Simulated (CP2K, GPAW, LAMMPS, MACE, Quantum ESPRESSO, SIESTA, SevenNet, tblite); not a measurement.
**Site energies of Si in place of Ge in amorphous Ge (61 atoms) across programs**

Aim: compare the energies of Si in place of Ge at unlike sites of amorphous Ge (61 atoms), with plane waves as the reference.

Results are calculated, not measured.

**1. The cell**

The cell holds 61 atoms (61 Ge), with edges of 11.72, 11.72 and 11.72 Å. Recipe: 61 atoms (61 Ge) placed at random at 4.57 g/cm³, melted at 3500 K for 10 ps at fixed volume with the Tersoff potential (Tersoff, Phys. Rev. B 39, 5566 (1989)). Quenched from 3500 K to 100 K at 5 K/ps and fixed volume, held 5 ps, then minimised at fixed cell. Then the atoms were relaxed with SevenNet 0 in the fixed cell.

**2. The reference input**

Quantum ESPRESSO 7.5: Kohn-Sham DFT, PBE, SSSP efficiency 1.3.0 pseudopotentials, plane waves. Its input, pw.in, for the unchanged cell:

```
&control
  calculation = 'scf'
  pseudo_dir = './pseudo'
  outdir = './tmp'
  disk_io = 'none'
  tprnfor = .true.
  tstress = .true.
/
&system
  ibrav = 0
  nat = 61
  ntyp = 1
  ecutwfc = 45
  ecutrho = 360
  nosym = .true.
  occupations = 'smearing'
  smearing = 'fd'
  degauss = 0.003675
/
&electrons
  conv_thr = 3.0e-07
  electron_maxstep = 100
  mixing_beta = 0.2
  mixing_mode = 'local-TF'
  diagonalization = 'david'
/
ATOMIC_SPECIES
Ge 72.630 Ge.upf
CELL_PARAMETERS angstrom
11.72170 0.00000 0.00000
0.00000 11.72170 0.00000
0.00000 0.00000 11.72170
ATOMIC_POSITIONS crystal
Ge 0.13926 0.01749 0.33186
Ge 0.24687 0.95665 0.15651
Ge 0.64938 0.28961 0.36819
Ge 0.24870 0.30795 0.62769
[... 55 atom lines left out ...]
Ge 0.78718 0.81777 0.90926
Ge 0.87070 0.49194 0.05868
K_POINTS gamma
```

```console
$ OMP_NUM_THREADS=1 mpirun -np 2 pw.x -in pw.in > output.txt
```

Elapsed: 5.4 min, on 2 MPI ranks of Intel Xeon Platinum 8375C at 2.90GHz (Ice Lake), shared host; peak memory 4.4 GiB; 11 min of CPU time.

It converged with an r.m.s. force component of 0.21 eV/Å and a pressure of -1.6 GPa.

**3. The levels**

The levels share the cells and solve them as single points, though not every level runs every cell. CPU time is summed over a level's finished runs, on a host shared with the other runs, so it is rough; the force column is the median over cells of the r.m.s. difference of force components from the reference.

```
                level                      basis or training data  k-points  runs finished  CPU time  peak memory (GiB)  force difference (meV/Å)
              QE, PBE     plane waves, SSSP efficiency, 45/360 Ry         Γ         4 of 4    52 min                4.4                 reference
CP2K double zeta, PBE                       DZVP-UZH, GTH, 350 Ry         Γ         3 of 3     7 min                2.3                        32
        GPAW dzp, PBE                 dzp orbitals, PAW, h 0.18 Å         Γ         3 of 3    11 min                1.8                        35
      SIESTA DZP, PBE    DZP orbitals, shift 0.01 Ry, mesh 300 Ry         Γ         3 of 3    17 min                1.4                       103
      tblite GFN1-xTB  tight binding with its own dispersion term         Γ         3 of 3      31 s               0.13                       108
   MACE MP-0b3 medium          trained on PBE(+U) plane-wave data         -         4 of 4      28 s               0.77                       191
           SevenNet 0          trained on PBE(+U) plane-wave data         -         4 of 4      28 s               0.67                       205
```

The reference's own r.m.s. force component runs from 203 to 210 meV/Å over these cells. SevenNet 0 relaxed the atoms, so in the cells that it relaxed its forces are near zero and its entry mostly repeats the reference's forces.

**4. The sites**

Each changed cell was relaxed with SevenNet 0 before the single points. Neighbours are the site's nearest atoms before the change.

```csv
site,nearest atoms,their mean distance (Å),atoms within 6 Å,largest move on relaxing (Å),longest force left in the reference (eV/Å)
Ge22,Ge4,2.52,34,0.06,0.66
Ge41,Ge5,2.65,31,0.11,0.72
Ge60,Ge3,2.54,35,0.17,0.63
```

**5. Site energies**

All changed cells hold the same atoms, so within one level their energies compare with no chemical potential. Energies in eV, less that of Ge22, the reference's cheapest site; the last column is the largest deviation from the reference once each row's mean is taken off.

```
                level  Ge22   Ge41  Ge60  cheapest  largest deviation
              QE, PBE  0.00   0.14  0.33      Ge22                  -
CP2K double zeta, PBE  0.00   0.15  0.35      Ge22               0.01
        GPAW dzp, PBE  0.00   0.15  0.33      Ge22               0.00
      SIESTA DZP, PBE  0.00   0.20  0.43      Ge22               0.05
      tblite GFN1-xTB  0.00  -0.14  0.19      Ge41               0.14
   MACE MP-0b3 medium  0.00   0.14  0.42      Ge22               0.07
           SevenNet 0  0.00   0.13  0.32      Ge22               0.01
```

**6. What came out**

In the reference the cheapest site is Ge22 (Ge4) and the dearest Ge60 (Ge3), 0.33 eV higher. 5 of the 6 other levels pick the same cheapest site; tblite GFN1-xTB picks Ge41. GPAW dzp, PBE follows the reference most closely (0.00 eV at worst) and tblite GFN1-xTB least (0.14 eV).

The other programs at PBE deviate by 0.05 eV at most, the learned potentials by 0.01 to 0.07 eV.

Caveats: The geometries are those of SevenNet 0; forces of up to 0.72 eV/Å remain in the reference, so relaxing in DFT would lower the energies, by amounts that can differ from site to site and can change the order. For SevenNet 0 alone these are relaxed energies. Defects interact with their periodic images. Only 3 of the 61 Ge sites are compared. Learned potentials know no electrons, so they can't tell charge or spin states of the defect. The quench rate of 5 K/ps is many orders above laboratory rates, so the cell is likely richer in defects and strain than a real sample. The reference samples only Γ, in a cell whose shortest periodic width is 12 Å. The reference isn't exact: its cutoffs and mesh weren't converged further here. SIESTA's automatically made basis is far from complete, and its potentials were converted by us (checked for H, C, O, Si, Ge and Ca alone). Spin–orbit coupling is left out. Where levels are smeared, the DFT runs use Fermi–Dirac occupations at 580 K (0.05 eV), and energies are free energies.

[Long decimals in the printed logs are rounded to 6 places.]

[Logs are printed without paths, hosts, clocks, repeated set-up lines and the standing remarks that a program may print on its own settings, such as how far it seeks lower states.]

[Hosts, paths, dates, database ids (printed as entryN), source tags and the programs' standing remarks are cut or masked in the printed files.]
